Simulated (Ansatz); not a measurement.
# CeC (Fm-3m): following an unstable mode, part 2 of 3

Which phase does CeC (Fm-3m) fall into along its unstable mode, and how much energy does it gain?

Ansatz 0.2.0; DFT PBEsol, scalar-relativistic, plane waves, PAW.

So far, highest frequency on the path or at a solved wavevector (cm⁻¹): step 2 (the dispersion) 448. Also lowest frequency on the path (cm⁻¹): step 2 -213.

### Step 4. The mode frozen in, largest atomic shift 0.14 Å

The atoms are moved along the unstable eigenvector, the largest shift by 0.14 Å, with the cell fixed.

Contents of input.yaml:

```yaml
crystal:
  lattice:
    - [0.0, -2.5627255829, -2.5627255829]
    - [0.0, 2.5627255829, -2.5627255829]
    - [5.1254511658, 0.0, 0.0]
  atoms:
    - { symbol: Ce, position: [0.5, 0.5, 0.4990667391] }
    - { symbol: Ce, position: [0.0, 0.0, 0.0009332609] }
    - { symbol: C, position: [0.5, 0.5, 0.0273146686] }
    - { symbol: C, position: [0.0, 0.0, 0.4726853314] }
kpoints:
  mp_grid: { grid: [12, 12, 8] }
hamiltonian:
  xc: pbesol
scf:
  occupations: { method: methfessel_paxton, width: 0.2 }
output:
  forces: true
  stress: true
  eigenvalues: true
```

Launch:

```sh
$ ansatz run input.yaml --threads 8 --pin off --max-ram 14336MiB --backend cpu --events-out ev --progress --plain --runs-dir out
```

Numbers of over 12 decimals in the logs are rounded to 6 here.

Log:

```text
[...]
Crystal: 4 atoms, lattice volume = 67.323 Å³
Basis set: ecut = 420 eV, 1297 PW (Γ), exchange–correlation on 50×50×72 points (8 copies of the dense FFT grid, shifted against one another)
Bands: 35, of which v1, the nominal top of the filled ones, is band 16 counted from 1 (15 counted from 0)
Symmetry: 16 space group operations
[...]
k-points: 140 of 1152
[...]
k-point 0: bands = [... 12 lower, 13.1250, 13.1322, 13.4750, 13.4750, 14.1014, 14.4104, 14.4639, 14.6111, ... 15 higher]
  k-point 1: bands = [... 12 lower, 13.1186, 13.1186, 13.4574, 13.4574, 14.0782, 14.0962, 14.4742, 14.5928, ... 15 higher]
  k-point 2: bands = [... 12 lower, 13.1137, 13.1508, 13.2696, 13.4055, 13.4055, 14.0022, 14.5047, 14.6145, ... 15 higher]
  k-point 139: bands = [... 12 lower, 13.2491, 13.2491, 13.7945, 13.7945, 14.2464, 14.2464, 14.3672, 14.3672, ... 15 higher]
[key lines of the parts left out:]
SCF converged after 13 iterations
Free energy (F): -13463.126845 eV
Fermi energy:    13.780073 eV
P = ⅓ Tr σ = -0.1281 GPa (-1.281 kbar)
```

Run time: 2 s. Hardware: 8 threads of Intel Xeon 6975P-C (Granite Rapids), shared host; peak memory 0.65 GiB; 13 s of CPU time.

This step gave:

- pressure: -0.1281 GPa
- energy from the undistorted cell: -2.583 meV/atom

The energy, extrapolated to zero smearing, is -2.58 meV/atom against the undistorted cell.

The run ends at a pressure of -0.13 GPa, with forces up to 0.15 eV/Å.

### Step 5. Energy along the mode, all amplitudes (two of the runs are shown above)

An imaginary frequency means negative curvature, so the energy should fall and then rise again as anharmonic terms take over.

This step gave:

* depth at the lowest point sampled: 2.583 meV/atom
* largest atomic shift at that point: 0.14 Å

The energy from the parent by largest atomic shift:

```
largest atomic shift (Å)  energy from the parent (meV/atom)
                  0.0000                                  0
                  0.0400                             -0.808
                  0.0800                              -2.43
                  0.1400                              -2.58
                  0.2200                               9.21
```

Displacement at unit largest shift by atom:

```
atom  x (Å)  y (Å)  z (Å)  size
 Ce1  -0.03   0.00   0.00  0.03
 Ce2   0.03   0.00   0.00  0.03
  C3   1.00   0.00   0.00  1.00
  C4  -1.00   0.00   0.00  1.00
```

The lowest of the steps tried is at 0.14 Å, 2.58 meV/atom below the parent; the bottom of the well need not coincide with a step.

### Step 6. Relaxation from the frozen mode

Starting from the lowest point found, all atoms and the cell are let go, so that strain and other modes of the same symmetry can join in.

input.yaml: that of step 4 with these lines changed.

```diff
@@ -20 +20,6 @@
   eigenvalues: true
+relax:
+  adjacent_minimum: "off"
+  f_tol: 0.002
+  max_steps: 120
+  cell: { stress_tol: 0.03 }
```

Log:

```text
[...]
Crystal: 4 atoms, lattice volume = 67.323 Å³
Basis set: ecut = 420 eV, 1297 PW (Γ), exchange–correlation on 50×50×72 points (8 copies of the dense FFT grid, shifted against one another)
Bands: 35, of which v1, the nominal top of the filled ones, is band 16 counted from 1 (15 counted from 0)
Symmetry: 16 space group operations
[...]
k-points: 140 of 1152
[...]
SCF iter   1: F=—  HF=-13473.710391 eV  |F-HF|=—  |Δ(HF+E_count)|=         —  Δρ=2.46e-1  dr2=3.47e1  ethr=3.10e-3  ⟨swp⟩=5.0  Hψ=19947  notcnv=0
[...]
SCF iter  13: F=-13463.126845 eV  HF=-13463.126845 eV  |F-HF|=2.13e-8  |Δ(HF+E_count)|=   1.35e-8  S|Δr|=    0.00e0  Δρ=5.54e-6  dr2=2.32e-8  ethr=3.13e-10  ⟨swp⟩=3.5  Hψ=10860  notcnv=0
SCF 1 converged in 13 iterations: F = -13463.126845 eV  dr2 = 2.32e-8
[...]
relax step   1: F+E_penalty+E_count = -13463.12684547 eV  Δ(F+E_penalty+E_count) = +0.000e0 eV  max|allowed force component| = 1.481e-1 eV/Å  Δτ_max = 0.0000 Å  P = -0.128 GPa  Ω = 67.323 Å³  (13 SCF iters, dr2 threshold 1.00e-7 eV, accepted)
Crystal: 4 atoms, lattice volume = 67.705 Å³
Basis set: ecut = 420 eV, 1305 PW (Γ), exchange–correlation on 50×50×72 points (8 copies of the dense FFT grid, shifted against one another)
[...]
SCF iter   6: F=-13462.974734 eV  HF=-13462.974735 eV  |F-HF|=1.85e-8  |Δ(HF+E_count)|=   1.18e-7  S|Δr|=    0.00e0  Δρ=1.28e-5  dr2=7.40e-8  ethr=1.25e-9  ⟨swp⟩=7.8  Hψ=24773  notcnv=0
SCF 2 converged in 6 iterations: F = -13462.974734 eV  dr2 = 7.40e-8
relax step   2: F+E_penalty+E_count = -13462.97473449 eV  Δ(F+E_penalty+E_count) = +1.521e-1 eV  max|allowed force component| = 1.454e0 eV/Å  Δτ_max = 0.1039 Å  P = +0.790 GPa  Ω = 67.705 Å³  energy of the carried Pulay correction = -3.407e-4 eV  (6 SCF iters, dr2 threshold 4.00e-7 eV, rejected (line search))
Crystal: 4 atoms, lattice volume = 67.336 Å³
[...]
SCF iter   9: F=-13463.132266 eV  HF=-13463.132266 eV  |F-HF|=3.64e-12  |Δ(HF+E_count)|=  2.00e-11  S|Δr|=    0.00e0  Δρ=9.67e-8  dr2=3.89e-12  ethr=1.00e-12  ⟨swp⟩=6.3  Hψ=17141  notcnv=0
the search or the solves at the SCF's close seem to have found levels that the self-consistency loop had missed (the run counts 1). By its estimate they hold under 1e-12 electrons; where the run keeps them, the occupations were computed again with them
SCF 3 converged in 9 iterations: F = -13463.132266 eV  dr2 = 3.89e-12
relax step   3: F+E_penalty+E_count = -13463.13226596 eV  Δ(F+E_penalty+E_count) = -5.420e-3 eV  max|allowed force component| = 5.593e-2 eV/Å  Δτ_max = 0.0138 Å  P = +0.124 GPa  Ω = 67.336 Å³  energy of the carried Pulay correction = -1.161e-5 eV  (9 SCF iters, accepted)
[...]
relax step   4: F+E_penalty+E_count = -13463.13435637 eV  Δ(F+E_penalty+E_count) = -2.090e-3 eV  max|allowed force component| = 6.057e-2 eV/Å  Δτ_max = 0.0065 Å  P = +0.060 GPa  Ω = 67.394 Å³  energy of the carried Pulay correction = -6.322e-5 eV  (5 SCF iters, dr2 threshold 4.00e-7 eV, accepted)
[...]
relax step   5: F+E_penalty+E_count = -13463.13904403 eV  Δ(F+E_penalty+E_count) = -4.688e-3 eV  max|allowed force component| = 3.603e-2 eV/Å  Δτ_max = 0.0368 Å  P = +0.761 GPa  Ω = 67.169 Å³  energy of the carried Pulay correction = +1.384e-4 eV  (6 SCF iters, dr2 threshold 4.00e-7 eV, accepted)
[...]
relax step   6: F+E_penalty+E_count = -13463.13993553 eV  Δ(F+E_penalty+E_count) = -8.915e-4 eV  max|allowed force component| = 3.068e-3 eV/Å  Δτ_max = 0.0080 Å  P = -0.069 GPa  Ω = 67.578 Å³  energy of the carried Pulay correction = -2.272e-4 eV  (5 SCF iters, dr2 threshold 4.00e-7 eV, accepted)
[...]
relax step   7: F+E_penalty+E_count = -13463.14000818 eV  Δ(F+E_penalty+E_count) = -7.265e-5 eV  max|allowed force component| = 1.935e-3 eV/Å  Δτ_max = 0.0019 Å  P = -0.006 GPa  Ω = 67.529 Å³  energy of the carried Pulay correction = -1.834e-4 eV  (5 SCF iters, dr2 threshold 2.52e-8 eV, accepted)
[...]
relax step   8: F+E_penalty+E_count = -13463.14079024 eV  Δ(F+E_penalty+E_count) = -7.821e-4 eV  max|allowed force component| = 1.469e-3 eV/Å  Δτ_max = 0.0000 Å  P = +0.006 GPa  Ω = 67.529 Å³  stress off target by 7.37e-2 GPa  SCF on the basis re-selected at this cell (its energy is not comparable with the rows above)  (4 SCF iters)
[...]
relax step   9: F+E_penalty+E_count = -13463.14079755 eV  Δ(F+E_penalty+E_count) = -7.309e-6 eV  max|allowed force component| = 4.833e-4 eV/Å  Δτ_max = 0.0014 Å  P = +0.001 GPa  Ω = 67.541 Å³  energy of the carried Pulay correction = -1.597e-5 eV  (5 SCF iters, dr2 threshold 1.36e-8 eV, accepted)
[...]
SCF iter   5: F=-13463.140823 eV  HF=-13463.140823 eV  |F-HF|=7.28e-12  |Δ(HF+E_count)|=  7.28e-12  S|Δr|=    0.00e0  Δρ=6.37e-8  dr2=2.56e-12  ethr=1.00e-12  ⟨swp⟩=6.0  Hψ=16434  notcnv=0
SCF 10 converged in 5 iterations: F = -13463.140823 eV  dr2 = 2.56e-12
relax step  10: F+E_penalty+E_count = -13463.14082316 eV  Δ(F+E_penalty+E_count) = -2.562e-5 eV  max|allowed force component| = 4.324e-4 eV/Å  Δτ_max = 0.0000 Å  P = +0.001 GPa  Ω = 67.541 Å³  stress off target by 6.05e-3 GPa  SCF on the basis re-selected at this cell (its energy is not comparable with the rows above)  (5 SCF iters)
[...]
SCF converged after 5 iterations
[...]
Free energy (F): -13463.140823 eV
[...]
Internal energy: -13463.155281 eV  (E = F + TS)
E sigma→0 (E₀):  -13463.144438 eV
Entropy (-TS):   0.014458 eV (3.614 meV/atom)
Fermi energy:    13.731270 eV
[...]
--- Forces (eV/Å), atoms counted from 1 ---
  atom   1  Ce    -0.00043240     0.00000000     0.00000000
  atom   2  Ce     0.00043240    -0.00000000     0.00000000
  atom   3  C      0.00004674     0.00000000     0.00000000
  atom   4  C     -0.00004674    -0.00000000     0.00000000
  max |Σ_I F_I| component: 8.67e-19 eV/Å
--- Stress (GPa, compression-positive) ---
        0.006051       0.000000       0.000000
        0.000000      -0.000933      -0.000000
        0.000000      -0.000000      -0.000933
  P = ⅓ Tr σ = 0.0014 GPa (0.014 kbar)
--- Band table (eV; the first three rows and the last of 140) ---
  k-point 0: bands = [... 12 lower, 13.1261, 13.1261, 13.4180, 13.4180, 14.0684, 14.0685, 14.4697, 14.5765, ... 15 higher]
  k-point 1: bands = [... 12 lower, 13.1246, 13.1246, 13.4046, 13.4046, 13.7770, 14.0438, 14.4793, 14.5737, ... 15 higher]
  k-point 2: bands = [... 12 lower, 13.1287, 13.1287, 13.1446, 13.3651, 13.3651, 13.9633, 14.5073, 14.5633, ... 15 higher]
  k-point 139: bands = [... 12 lower, 13.3290, 13.3290, 13.8865, 13.8865, 14.2341, 14.2341, 14.3106, 14.3106, ... 15 higher]
--- Relaxed structure (8 steps of the walk, 7 accepted, 2 SCFs on fresh bases) ---
  F+E_penalty+E_count = -13463.14082316 eV   max|allowed force component| = 4.324e-4 eV/Å   (the final SCF, on the basis selected at the relaxed cell)
  cell:  # Å, volume = 67.5411 Å³
    - [0, -2.528932, -2.528932]
    - [0, 2.528932, -2.528932]
    - [5.280366, 0, 0.0]
  atoms:
    - { symbol: Ce, position: [0.5, 0.5, 0.495720] }
    - { symbol: Ce, position: [0, 0, 0.00428016] }
    - { symbol: C, position: [0.5, 0.5, 0.031988] }
    - { symbol: C, position: [0, 0, 0.468012] }
```

It took 13 s on 8 threads; peak memory 0.71 GiB.

Relaxation path:

```
step  energy less that of the first step (eV)  largest force component (eV/Å)  pressure (GPa)  volume (Å³)
   1                                   0.0000                          0.1481           -0.13        67.32
   2                                   0.1521                          1.4538            0.79        67.71
   3                                  -0.0054                          0.0559            0.12        67.34
   4                                  -0.0075                          0.0606            0.06        67.39
   5                                  -0.0122                          0.0360            0.76        67.17
   6                                  -0.0131                          0.0031           -0.07        67.58
   7                                  -0.0132                          0.0019           -0.01        67.53
  8*                                  -0.0139                          0.0015            0.01        67.53
   9                                  -0.0140                          0.0005            0.00        67.54
 10*                                  -0.0140                          0.0004            0.00        67.54
```

Relaxation steps marked * repeat the geometry before them on a plane-wave basis chosen anew for their cell, so energy and pressure can jump there. Relaxation step 2 was tried and not accepted.

The run keeps the 16 symmetry operations that it works with, so distortions that break them were not tested.

```
conventional cell, symmetrised  before  after  change
                         a (Å)   3.624  3.576  -1.3 %
                         b (Å)   3.624  3.576  -1.3 %
                         c (Å)   5.125  5.280  +3.0 %
              volume (Å³/atom)   16.83  16.89  +0.3 %
```

The atoms that moved most (Å, as changes of fractional coordinates times the final cell):

```
atom      dx     dy     dz  length
  C3   0.025  0.000  0.000   0.025
  C4  -0.025  0.000  0.000   0.025
 Ce1  -0.018  0.000  0.000   0.018
 Ce2   0.018  0.000  0.000   0.018
```

The relaxed structure:

```xyz
4
Lattice="0.0000 -2.5289 -2.5289 0.0000 2.5289 -2.5289 5.2804 0.0000 0.0000" Properties=species:S:1:pos:R:3 pbc="T T T"
Ce    2.6176    0.0000   -2.5289
Ce    0.0226    0.0000    0.0000
C     0.1689    0.0000   -2.5289
C     2.4713    0.0000    0.0000
```

Numbers from this step:

| Item | Value |
| --- | --- |
| pressure | 0.001395 GPa |
| volume per atom | 16.89 Å³ |

The distorted start has space group P4/nmm; the relaxation ends in P4/nmm.

### Step 7. The new phase in its own primitive cell

The relaxed structure is symmetrised, reduced to its primitive cell and relaxed tightly, as its phonons need.

input.yaml, the sections that differ from step 6:

```yaml
crystal:
  lattice:
    - [3.5764502094, 0.0, 0.0]
    - [0.0, 3.5764502094, 0.0]
    - [0.0, 0.0, 5.2803656932]
  atoms:
    - { symbol: Ce, position: [0.0, 0.5, 0.2457198421] }
    - { symbol: Ce, position: [0.5, 0.0, 0.7542801579] }
    - { symbol: C, position: [0.0, 0.5, 0.7819876581] }
    - { symbol: C, position: [0.5, 0.0, 0.2180123419] }
relax:
  adjacent_minimum: "off"
  f_tol: 0.001
  max_steps: 60
  cell: { stress_tol: 0.01 }
# kpoints, hamiltonian, scf, output: as in step 6
```

Log:

```text
[...]
Crystal: 4 atoms, lattice volume = 67.541 Å³
Basis set: ecut = 420 eV, 1293 PW (Γ), exchange–correlation on 48×48×72 points (8 copies of the dense FFT grid, shifted against one another)
Bands: 35, of which v1, the nominal top of the filled ones, is band 16 counted from 1 (15 counted from 0)
Symmetry: 16 space group operations
[...]
k-points: 140 of 1152
[...]
--- Relaxed structure (1 steps of the walk, 1 accepted, 1 SCFs on fresh bases) ---
[...]
cell:  # Å, volume = 67.5411 Å³
    - [3.5764502094, 0.0, 0.0]
    - [0.0, 3.5764502094, 0.0]
    - [0.0, 0.0, 5.2803656932]
  atoms:
    - { symbol: Ce, position: [0.0, 0.5, 0.2457198421] }
    - { symbol: Ce, position: [0.5, 0.0, 0.754280] }
    - { symbol: C, position: [0.0, 0.5, 0.781988] }
    - { symbol: C, position: [0.5, 0.0, 0.218012] }
[key lines of the parts left out:]
SCF converged after 6 iterations
Free energy (F): -13463.140823 eV
Fermi energy:    13.731270 eV
P = ⅓ Tr σ = 0.0014 GPa (0.014 kbar)
```

Elapsed: 3 s, on 8 threads; peak memory 0.68 GiB; 20 s of CPU time.

Little changed from the start: no atom moved by 0.005 Å and no cell edge by 0.1 %.

This step gave:

```
pressure : 0.001391 GPa
```

The largest force component left is 0.43 meV/Å and the pressure is 0.001 GPa, within the tolerances set. The cell now holds 16.89 Å³/atom.

(Part 2 of 3 ends here.)

[Logs are printed without paths, hosts, clocks, repeated set-up lines and the standing remarks that a program may print on its own settings, such as how far it seeks lower states.]

[Hosts, paths, dates, database ids (printed as entryN), source tags and the programs' standing remarks are cut or masked in the printed files.]
